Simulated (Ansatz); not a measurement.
## Starting-point dependence of the GW gap of InP (F-43m)

How much of the starting functional survives in the G0W0 gap of InP (F-43m)?

Main program and level: Ansatz 0.2.0; G0W0 on several functionals, plane waves, PAW.

This is a report of a sequence of runs, with most program output left out.

In doubt: masses and optical values from hybrid runs of this build are listed as unsure (steps 4, 5), which bears on the screening that GW takes from such a start.

## 1. The structure

The structure is cubic, space group F-43m (No. 216). The conventional cell has a = 5.869 Å, b = 5.869 Å, c = 5.869 Å, α = 90.00°, β = 90.00°, γ = 90.00°. In has 4 P at 2.54 Å nearest. Nearest to P lie 4 In at 2.54 Å. Farther neighbours are not listed.

Structure file:

```cif
data_structure
_symmetry_space_group_name_H-M 'F-43m'
_symmetry_Int_Tables_number 216
_cell_length_a 5.8687
_cell_length_b 5.8687
_cell_length_c 5.8687
_cell_angle_alpha 90.000
_cell_angle_beta 90.000
_cell_angle_gamma 90.000
_cell_volume 202.13
loop_
_atom_site_label
_atom_site_type_symbol
_atom_site_symmetry_multiplicity
_atom_site_Wyckoff_symbol
_atom_site_fract_x
_atom_site_fract_y
_atom_site_fract_z
_atom_site_occupancy
In1 In 4 a 0.00000 0.00000 0.00000 1
P1 P 4 d 0.25000 0.25000 0.75000 1
```

The cell and positions come from the Crystallography Open Database and are kept as given unless a step says otherwise.

## 2. G0W0 on LDA

Now the one-shot GW correction: screening in the RPA, then the self-energy of the levels asked for. This step takes hard PAW files.

This step: G0W0 on LDA, plane waves, PAW.

The input, input.yaml:

```yaml
crystal:
  lattice:
    - [0.0, 2.93435, 2.93435]
    - [2.93435, 0.0, 2.93435]
    - [2.93435, 2.93435, 0.0]
  atoms:
    - { symbol: In, position: [0.0, 0.0, 0.0] }
    - { symbol: P, position: [0.25, 0.25, 0.25] }
kpoints:
  mp_grid: { grid: [8, 8, 8] }
hamiltonian:
  xc: lda
  pseudopotentials: { kind: paw, source: ansatz }
scf:
  occupations: { method: fixed }
gw:
  n_empty_bands: 453
  ecut_chi: 250
  qp_bands: [v2, c2]
  qp_kpoints: band_edges
  screening: { model: contour_deformation }
```

On the command line:

```bash
$ ansatz run input.yaml --threads 3 --pin off --max-ram 92160MiB --backend cuda --events-out ev --progress --plain --runs-dir out --devices 1 --max-vram 13GiB
```

Run time: 3 min. Hardware: 1 × NVIDIA H100 80GB HBM3 (shared by 6 runs) with 3 threads of AMD EPYC 7R13 (Zen 3), shared host; peak memory 3.1 GiB; 5.3 min of CPU time.

Numbers from this step:

| Item | Value |
| --- | --- |
| bands summed | 466 |
| RPA ε∞ on this mesh (eigenvalues) | 24.86, 24.86, 24.86 |
| plane waves in the screening matrix | 459 |
| q-points in the mesh | 512 |
| G0W0 gap on the mesh | 1.070 eV |
| k of the valence top | 0, 0, 0 |
| k of the conduction bottom | 0, 0, 0 |
| starting gap on the mesh | 0.4600 eV |
| Z at the valence top | 0.7274 |
| Z at the conduction bottom | 0.7504 |
| least direct G0W0 gap on the computed points | 1.070 eV |

The gap on the mesh goes from 0.46 eV to 1.07 eV, a correction of +0.61 eV. Between the two edge states, bare exchange in place of the xc potential would open the gap by 5.11 eV, and correlation takes back 4.50 eV.

## 3. G0W0 on PBE

One-shot GW remembers its start. Another functional's orbitals and levels show by how much.

This step: G0W0 on PBE, plane waves, PAW.

input.yaml: that of step 2 with these lines changed.

```diff
@@ -11,3 +11,3 @@
 hamiltonian:
-  xc: lda
+  xc: pbe
   pseudopotentials: { kind: paw, source: ansatz }
```

The job ended after 2.6 min (1 × NVIDIA H100 80GB HBM3 (shared by 6 runs) with 3 threads; peak memory 3.1 GiB; 4.3 min of CPU time).

This step gave:

* bands summed: 466
* RPA ε∞ on this mesh (eigenvalues): 14.26, 14.26, 14.26
* plane waves in the screening matrix: 459
* q-points in the mesh: 512
* G0W0 gap on the mesh: 1.196 eV
* k of the valence top: 0, 0, 0
* k of the conduction bottom: 0, 0, 0
* starting gap on the mesh: 0.6931 eV
* Z at the valence top: 0.7433
* Z at the conduction bottom: 0.7677
* least direct G0W0 gap on the computed points: 1.196 eV

Against the run with 8×8×8 mesh, 453 empty bands, screening to 250 eV, hard PAW files on LDA, the gap moves by +0.13 eV, while the start moved by +0.23 eV.

## 4. G0W0 on HSE06

This step: G0W0 on HSE06, plane waves, PAW.

input.yaml: that of step 3 with these lines changed.

```diff
@@ -11,3 +11,3 @@
 hamiltonian:
-  xc: pbe
+  xc: hse06
   pseudopotentials: { kind: paw, source: ansatz }
```

It took 4.7 min on 1 × NVIDIA H100 80GB HBM3 (shared by 6 runs) with 3 threads; peak memory 7.4 GiB; 8.5 min of CPU time.

Numbers from this step:

| Item | Value |
| --- | --- |
| bands summed | 466 |
| RPA ε∞ on this mesh (eigenvalues) | 8.119, 8.119, 8.119 |
| plane waves in the screening matrix | 459 |
| G0W0 gap on the mesh | 1.613 eV |
| k of the valence top | 0, 0, 0 |
| k of the conduction bottom | 0, 0, 0 |
| starting gap on the mesh | 1.465 eV |
| least direct G0W0 gap on the computed points | 1.613 eV |

Against the run with 8×8×8 mesh, 453 empty bands, screening to 250 eV, hard PAW files on PBE, the gap moves by +0.42 eV, while the start moved by +0.77 eV.

## 5. G0W0 on PBE0

This step: G0W0 on PBE0, plane waves, PAW.

input.yaml: that of step 4 with these lines changed.

```diff
@@ -11,3 +11,3 @@
 hamiltonian:
-  xc: hse06
+  xc: pbe0
   pseudopotentials: { kind: paw, source: ansatz }
```

Wall time 4.7 min (1 × NVIDIA H100 80GB HBM3 (shared by 6 runs) with 3 threads); peak memory 7.3 GiB.

This step gave:

```
bands summed                                 : 466
RPA ε∞ on this mesh (eigenvalues)            : 6.927, 6.927, 6.927
plane waves in the screening matrix          : 459
G0W0 gap on the mesh                         : 1.773 eV
k of the valence top                         : 0, 0, 0
k of the conduction bottom                   : 0, 0, 0
starting gap on the mesh                     : 2.050 eV
least direct G0W0 gap on the computed points : 1.773 eV
```

Against the run with 8×8×8 mesh, 453 empty bands, screening to 250 eV, hard PAW files on HSE06, the gap moves by +0.16 eV, while the start moved by +0.59 eV.

## 6. Side by side

All on the 8×8×8 mesh with 453 empty bands and screening to 250 eV. Times are wall times on 1 × NVIDIA H100 80GB HBM3 (shared by 6 runs) with 3 threads of AMD EPYC 7R13 (Zen 3), shared host, good to a factor of about two.

| start | starting gap (eV) | shift (eV) | G0W0 gap (eV) | RPA ε∞ (harmonic mean) | Z (valence, conduction) | time |
| --- | --- | --- | --- | --- | --- | --- |
| LDA | 0.46 | +0.61 | 1.07 | 24.86 | 0.73, 0.75 | 3 min |
| PBE | 0.69 | +0.50 | 1.20 | 14.26 | 0.74, 0.77 | 2.6 min |
| HSE06 | 1.46 | +0.15 | 1.61 | 8.12 | 0.78, 0.80 | 4.7 min |
| PBE0 | 2.05 | −0.28 | 1.77 | 6.93 | 0.80, 0.82 | 4.7 min |

The parts of the quasiparticle energy at the two band edges (eV; QP = start + Σx + Σc − Vxc):

| run | edge | start | Σx | Σc | Vxc | Z | QP |
| --- | --- | --- | --- | --- | --- | --- | --- |
| LDA | valence top | 7.70 | -16.53 | 0.85 | -15.29 | 0.73 | 7.30 |
| LDA | conduction bottom | 8.16 | -10.77 | -3.65 | -14.63 | 0.75 | 8.37 |
| PBE | valence top | 7.95 | -16.58 | 0.94 | -15.07 | 0.74 | 7.39 |
| PBE | conduction bottom | 8.64 | -10.52 | -3.63 | -14.08 | 0.77 | 8.58 |
| HSE06 | valence top | 7.54 | -16.61 | 0.88 | -15.37 | 0.78 | 7.18 |
| HSE06 | conduction bottom | 9.00 | -9.95 | -3.67 | -13.42 | 0.80 | 8.79 |
| PBE0 | valence top | 7.21 | -16.63 | 0.82 | -15.69 | 0.80 | 7.10 |
| PBE0 | conduction bottom | 9.26 | -9.91 | -3.63 | -13.14 | 0.82 | 8.87 |

For a hybrid start, Vxc holds its share of exact exchange.

## 7. What came out

* G0W0@LDA: 1.07 eV (start 0.46 eV)
* G0W0@PBE: 1.20 eV (start 0.69 eV)
* G0W0@HSE06: 1.61 eV (start 1.46 eV)
* G0W0@PBE0: 1.77 eV (start 2.05 eV)
* known limits: not at the basis limit; no spin-orbit coupling; coarse k mesh

The starting gaps span 1.59 eV and the G0W0 gaps 0.70 eV. Between LDA and PBE0, 0.70 eV of the 1.59 eV survives, 44 %. On PBE0 the correction is negative: that start lies above its own G0W0 value. The smallest correction, +0.15 eV, is on HSE06, the start nearest to reproducing itself. Bands and cutoff are finite, so the gap is not at the basis limit. The miss can reach some tenths of an eV and take either sign; the mesh is an error of its own. The 8×8×8 mesh is coarse for this cell (its supercell is 33 Å along the shortest edge). The RPA ε∞ on it, from the LDA start, is 24.86; such meshes misread the long-range screening, most where the gap is narrow. The program warns that the mesh is coarse for exact exchange, which bears on the hybrid start's gap. The many-body steps are scalar-relativistic: spin-orbit coupling is not in them. The program marks a band-edge row as in doubt, so the gap is less sure than its digits.

[Paths, hosts, dates, memory and timing lines, banners, echoed tables and standing remarks are left out of the program output.]

[Logs are printed without paths, hosts, clocks, repeated set-up lines and the standing remarks that a program may print on its own settings, such as how far it seeks lower states.]

[Runs of the session that timed out or met a known fault of the program may be left out.]

[Cells called generated may have been cut or substituted from an entry of the Crystallography Open Database or the Materials Project.]

[Hosts, paths, dates, database ids (printed as entryN), source tags and the programs' standing remarks are cut or masked in the printed files.]
